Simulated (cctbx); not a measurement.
# From intensities to atoms

Cell a = 6.4600 Å, b = 6.4600 Å, c = 6.4600 Å, α = 90.00°, β = 90.00°, γ = 90.00°; space group Pm-3m (no. 221); content Te3 As1 Na9.

The data are simulated with cctbx, not measured: Mo Kα, λ = 0.71073 Å, to d = 0.6 Å, 80 % of the full sphere, strongest reflection 70000 counts, noise from counting, a 3 % proportional error and a noise floor of 4 counts (s.d.); no absorption.

1 earlier start (other random phases, and plain and normalised amplitudes in turn) led nowhere (symmetry correlation 0.88).

Charge flipping in P1 on plain amplitudes to 0.8 Å, δ = 1 σ, 20 % of the reflections treated as weak, 600 cycles:

```text
cycle      R  skewness
    0  0.552     0.31
   50  0.368     6.41
  100  0.366     6.12
  150  0.382     6.12
  200  0.381     6.45
  250  0.371     6.19
  300  0.368     6.16
  350  0.369     6.02
  400  0.371     6.10
  450  0.373     6.07
  500  0.366     6.01
  550  0.367     6.12
origin shift          correlation  skewness
 0.131  0.703  0.788      0.880      0.66
 0.130  0.703  0.288      0.881      0.67
 0.112  0.701  0.400      0.853      1.06
 0.138  0.822  0.356      0.868      8.13
taken: symmetry correlation 0.868, skewness 8.13
peak      x       y       z  mult  height/sigma
Q1    0.0000  0.0000  0.5000    3     20.4
Q2    0.5000  0.5000  0.5000    1     13.8
Q3    0.0000  0.0000  0.0000    1      4.9
Q4    0.2652  0.2652  0.2652    8      1.7
Q5    0.1276  0.5000  0.5000    6      1.6
Q6    0.3042  0.3042  0.5000   12      1.4
Q7    0.1377  0.3681  0.3681   24      1.3
Q8    0.0000  0.1904  0.5000   12      1.3
Q9    0.0944  0.0944  0.4009   24      1.2
```

The origin is taken among those within 0.04 of the best correlation, by the skewness of the map.

It took 2.7 s on 1 thread of Arm Neoverse V2 (shared host), peak memory 0.08 GiB.

**Question.** Which peaks are atoms, and which elements?

Heights go roughly as Z and multiplicities must add up to the content. First model: Q1 = Te1 (3 in the cell, height 20.4), Q2 = As1 (1 in the cell, height 13.8), Q3 = Na1 (1 in the cell, height 4.9) and Q4 = Na2 (8 in the cell, height 1.7). Against the true structure, Q1 is Te, Q2 is As, Q3 is Na and Q4 is Na; the other peaks are not atoms.

Least squares on F², isotropic:

```text
Rint 0.027, 170 unique reflections to 0.60 A
cycle     R1     wR2    GooF  max shift (A)
   1  0.2784  0.5584  52.924   0.23282
   3  0.0161  0.0682   6.460   0.00000
final R1 0.0161 wR2 0.0682 GooF 6.460  parameters 5  data/parameter 34.0
atom        x        y        z      Ueq    occ   su(xyz)  su(Uiso or U11)
Te1    0.00000  0.00000  0.50000   0.0046  1.000  0.00000  0.0002
As1    0.50000  0.50000  0.50000   0.0144  1.000  0.00000  0.0003
Na1    0.00000  0.00000  0.00000   0.0053  1.000  0.00000  0.0007
Na2    0.28622  0.28622  0.28622   0.0082  1.000  0.00017  0.0003
difference map: max 1.74 min -4.06 rms 0.17
Q1    0.0000  0.0000  0.5000    3    1.99  0.00 A from Te1
Q2    0.0000  0.0000  0.3693    6    1.01  0.84 A from Te1
Q3    0.0000  0.0000  0.0881    6    0.67  0.57 A from Na1
Q4    0.3271  0.3271  0.3271    8    0.37  0.46 A from Na2
Q5    0.0000  0.0871  0.2884   24    0.36  1.48 A from Te1
```

Anisotropic refinement:

```text
Rint 0.027, 170 unique reflections to 0.60 A
cycle     R1     wR2    GooF  max shift (A)
   1  0.0160  0.0682   6.500   0.00011
   2  0.0049  0.0104   0.993   0.00000
final R1 0.0049 wR2 0.0104 GooF 0.993  parameters 7  data/parameter 24.3
atom        x        y        z      Ueq    occ   su(xyz)  su(Uiso or U11)
Te1    0.00000  0.00000  0.50000   0.0046  1.000  0.00000  0.0000
As1    0.50000  0.50000  0.50000   0.0147  1.000  0.00000  0.0000
Na1    0.00000  0.00000  0.00000   0.0067  1.000  0.00000  0.0001
Na2    0.28623  0.28623  0.28623   0.0084  1.000  0.00003  0.0001
difference map: max 0.20 min -0.17 rms 0.05
Q1    0.0000  0.2857  0.5000   12    0.21  1.85 A from Te1
Q2    0.0792  0.5000  0.5000    6    0.20  2.37 A from Na2
Q3    0.0537  0.0537  0.0537    8    0.18  0.60 A from Na1
Q4    0.0000  0.0000  0.2045    6    0.18  1.32 A from Na1
Q5    0.0000  0.1161  0.2715   24    0.18  1.66 A from Te1
Q6    0.5000  0.5000  0.5000    1    0.17  0.00 A from As1
```

**Reading.** The refinement ends at R1 = 0.0049, wR2 = 0.0104, GooF = 0.99, with difference density between -0.17 and 0.20 e/Å³. Every site matches the true model in element, within 0.001 Å r.m.s., up to an allowed shift of origin.

True model:

```csv
atom,mult.,x,y,z,Ueq (Å²)
Te1,3,1/2,0,1/2,0.0046
As1,1,0,0,0,0.0146
Na1,8,0.2138,0.2138,0.7862,0.0084
Na2,1,1/2,1/2,1/2,0.0066
```

The model is made up (kin elements in a known structure type, no relaxation), so it says nothing on whether the phase exists.

[Middle refinement cycles are left out of these outputs.]

[Logs are printed without paths, hosts, clocks, repeated set-up lines and the standing remarks that a program may print on its own settings, such as how far it seeks lower states.]
